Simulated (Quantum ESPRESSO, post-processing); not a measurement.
# O on hollow sites of W(110): a series in the coverage, part 9 of 9

Wanted: a table for O on hollow sites of W(110) against the coverage, and what can be fitted to it.

Quantum ESPRESSO 7.5; plane-wave DFT, PBE, GBRV ultrasoft pseudopotentials.

So far. Step 9 (Relaxing the ions, 0.75 ML): The relaxation lowers the energy by 355 meV an atom. On the free atoms the largest force ends at 0.037 eV/Å. Step 10 (SCF with pw.x, 0.75 ML): Inside the slab this potential holds the local part of the pseudopotentials, which can be repulsive at the nuclei; only its value in the vacuum has a meaning of its own.

## Step 11: Relaxation with pw.x, 1 ML (continued)

Relaxation path:

```tsv
step	energy less that of the first step (eV)	largest force (eV/Å)
1	0.0000	5.9980
2	-1.2226	3.9907
3	-1.5778	2.1939
4	-1.6466	0.9959
5	-1.6890	0.8718
6	-1.7222	0.7241
7	-1.7599	0.7307
8	-1.7967	0.8671
9	-1.8164	0.6847
10	-1.8327	0.1927
11	-1.8341	0.1426
12	-1.8349	0.1531
13	-1.8358	0.1594
14	-1.8372	0.1603
15	-1.8390	0.1502
16	-1.8409	0.1200
17	-1.8423	0.0527
18	-1.8424	0.0245
```

The atoms that moved most (Å):

```tsv
atom	dx	dy	dz	length
O4	0.195	0.000	-0.483	0.521
W3	0.117	0.000	0.015	0.118
```

The relaxation lowers the energy by 461 meV an atom. On the free atoms the largest force ends at 0.024 eV/Å.

Numbers from this step:

| Property | Result |
| --- | --- |
| free energy | -6933.8297 eV |
| Fermi energy | 4.460 eV |

## Step 12: SCF with pw.x, 1 ML

File m8.esm.in:

```
&control
  prefix = 'm8.esm'
  outdir = './out'
  pseudo_dir = './pseudo'
  calculation = 'scf'
  tprnfor = .true.
/
&system
  ibrav = 0
  nat = 4
  ntyp = 2
  ecutwfc = 40
  ecutrho = 200
  occupations = 'smearing'
  smearing = 'mv'
  degauss = 0.02
  assume_isolated = 'esm'
  esm_bc = 'bc1'
/
&electrons
  conv_thr = 1e-07
  mixing_beta = 0.25
  electron_maxstep = 160
  mixing_mode = 'local-TF'
  mixing_ndim = 12
/
ATOMIC_SPECIES
  W   183.8400  w_pbe_v1.2.uspp.F.UPF
  O   15.9990  o_pbe_v1.2.uspp.F.UPF
CELL_PARAMETERS angstrom
  2.25011857378899 -1.59107410200000 0.00000000000000
  2.25011857378899 1.59107410200000 0.00000000000000
  0.00000000000000 0.00000000000000 20.31019709156372
ATOMIC_POSITIONS crystal
  W   0.660000000000 0.660000000000 -0.141036488300
  W   0.160000000000 0.160000000000 -0.030248859600
  W   0.686071288800 0.686071288800 0.081276163900
  O   0.043236203900 0.043236203900 0.141036488300
K_POINTS automatic
  9 9 1 0 0 0
```

Launch:

```sh
OMP_NUM_THREADS=1 mpirun -n 8 pw.x -nk 4 -in m8.esm.in > m8.esm.out
```

The log of the run:

```text
[banner, memory and clock lines left out]
Program PWSCF v.7.5 starts
[...]
Message from routine setup:
[...]
number of electrons       =        48.00
     number of Kohn-Sham states=           29
     kinetic-energy cutoff     =      40.0000  Ry
     charge density cutoff     =     200.0000  Ry
[...]
number of k points=    25  Marzari-Vanderbilt smearing, width (Ry)=  0.0200
[...]
Dense  grid:    47027 G-vectors     FFT dimensions: (  24,  24, 180)
[...]
negative rho (up, down):  1.875E-01 0.000E+00
     Starting wfcs are   43 randomized atomic wfcs
[...]
negative rho (up, down):  1.876E-01 0.000E+00
[...]
estimated scf accuracy    <       2.22288815 Ry
[...]
negative rho (up, down):  1.893E-01 0.000E+00
[...]
estimated scf accuracy    <       1.26522038 Ry
[...]
negative rho (up, down):  1.897E-01 0.000E+00
[...]
estimated scf accuracy    <       0.10663899 Ry
[...]
negative rho (up, down):  1.901E-01 0.000E+00
[...]
estimated scf accuracy    <       0.47760463 Ry
[...]
negative rho (up, down):  1.901E-01 0.000E+00
[...]
estimated scf accuracy    <       0.95159123 Ry
[...]
negative rho (up, down):  1.942E-01 0.000E+00
[...]
estimated scf accuracy    <       0.92164130 Ry
[...]
negative rho (up, down):  1.913E-01 0.000E+00
[...]
estimated scf accuracy    <       4.73414902 Ry
[...]
negative rho (up, down):  1.915E-01 0.000E+00
[...]
estimated scf accuracy    <       1.29204230 Ry
[...]
negative rho (up, down):  1.920E-01 0.000E+00
[...]
estimated scf accuracy    <       0.98952462 Ry
[...]
negative rho (up, down):  1.920E-01 0.000E+00
[...]
estimated scf accuracy    <       0.23495265 Ry
[...]
negative rho (up, down):  1.921E-01 0.000E+00
[...]
estimated scf accuracy    <       0.23552994 Ry
[...]
negative rho (up, down):  1.937E-01 0.000E+00
[...]
estimated scf accuracy    <       0.23675186 Ry
[...]
negative rho (up, down):  1.945E-01 0.000E+00
[...]
estimated scf accuracy    <       0.00000907 Ry
[...]
negative rho (up, down):  1.945E-01 0.000E+00
[...]
estimated scf accuracy    <       0.00000537 Ry
[...]
negative rho (up, down):  1.945E-01 0.000E+00
[...]
estimated scf accuracy    <       0.00000717 Ry
[...]
negative rho (up, down):  1.945E-01 0.000E+00
[...]
estimated scf accuracy    <       0.00001525 Ry
[...]
negative rho (up, down):  1.944E-01 0.000E+00
[...]
estimated scf accuracy    <       0.00000818 Ry
[...]
negative rho (up, down):  1.944E-01 0.000E+00
[...]
estimated scf accuracy    <       0.00000434 Ry
[...]
negative rho (up, down):  1.946E-01 0.000E+00
[...]
estimated scf accuracy    <       0.00000925 Ry
[...]
negative rho (up, down):  1.946E-01 0.000E+00
[...]
estimated scf accuracy    <       0.00003181 Ry
[...]
negative rho (up, down):  1.946E-01 0.000E+00
[...]
estimated scf accuracy    <       0.00000445 Ry
[...]
negative rho (up, down):  1.947E-01 0.000E+00
[...]
the Fermi energy is    -5.6324 ev
!    total energy              =    -509.62687885 Ry
     estimated scf accuracy    <       0.00000010 Ry
     smearing contrib. (-TS)   =      -0.00188574 Ry
     internal energy E=F+TS    =    -509.62499311 Ry
[...]
one-electron contribution =    5169.35537558 Ry
     hartree contribution      =   -2602.13209841 Ry
     xc contribution           =    -130.78645432 Ry
     ewald contribution        =   -2946.06181596 Ry
     convergence has been achieved in  56 iterations
     negative rho (up, down):  1.947E-01 0.000E+00
[...]
Total force =     0.021086     Total SCF correction =     0.002724
[...]
```

It took 65 s on 8 MPI ranks of Arm Neoverse V1, shared host; peak memory 0.81 GiB; 8.7 min of CPU time.

This step gave:

| Property | Result |
| --- | --- |
| free energy | -6933.8269 eV |
| Fermi energy | -5.632 eV |
| vacuum line at the lower end of the cell, over the Fermi level | 4.985 eV |
| vacuum line at the upper end of the cell, over the Fermi level | 6.279 eV |

Inside the slab this potential holds the local part of the pseudopotentials, which can be repulsive at the nuclei; only its value in the vacuum has a meaning of its own.

## Step 13: The series side by side

The series in one table:

```tsv
the coverage	adsorption energy an atom, from the free molecule (eV)	work function of the upper face (eV)	work function of the lower face (eV)
0 ML	-	4.838	4.838
0.1111 ML	-	4.855	4.904
0.1667 ML	-	4.879	4.921
0.25 ML	-	4.871	4.96
0.3333 ML	-	5.107	4.923
0.5 ML	-4.001	5.183	4.967
0.6667 ML	-3.92	5.708	4.967
0.75 ML	-3.933	5.673	5.012
1 ML	-3.829	6.279	4.985
```

## Step 14: Worked from the printed numbers

At 1 ML: E_ads = [-6933.8269 − 1 × (-6492.5265)]/1 − (-874.9428)/2 = -3.829 eV. Cells and meshes differ along the series, and any error of the slab's energy is multiplied by the number of slab cells an adsorbate, so no value is given under half a monolayer.

## Step 15: Outcome

```json
{
  "adsorption energy an atom, from the free molecule, at 0.5 ML and at 1 ML": "-4.00, -3.83 eV",
  "work function of the upper face, at 0 ML and at 1 ML": "4.84, 6.28 eV"
}
```

What this shows: The series holds 9 members (PBE, GBRV ultrasoft). From 0.5 ML to 1 ML the adsorption energy an atom, from the free molecule goes from -4.00 to -3.83 eV, not quite steadily. From 0 ML to 1 ML the work function of the upper face goes from 4.84 to 6.28 eV, not quite steadily. The untouched lower face should keep its work function but moves by 0.17 eV, since the slab is thin and cells, meshes or relaxed layers differ between members; changes of the upper face are uncertain by about as much. Thin slabs, one site and one ordered pattern a coverage; no reconstruction or subsurface sites; meshes differ a little between cells.

[Logs are printed without paths, hosts, clocks, repeated set-up lines and the standing remarks that a program may print on its own settings, such as how far it seeks lower states.]

[Hosts, paths, dates, database ids (printed as entryN), source tags and the programs' standing remarks are cut or masked in the printed files.]

[Maps of the electrostatic potential energy from Ansatz leave out the sawtooth potential of an applied field or a dipole correction, so their vacuum need not be flat; planar profiles and work functions include it.]
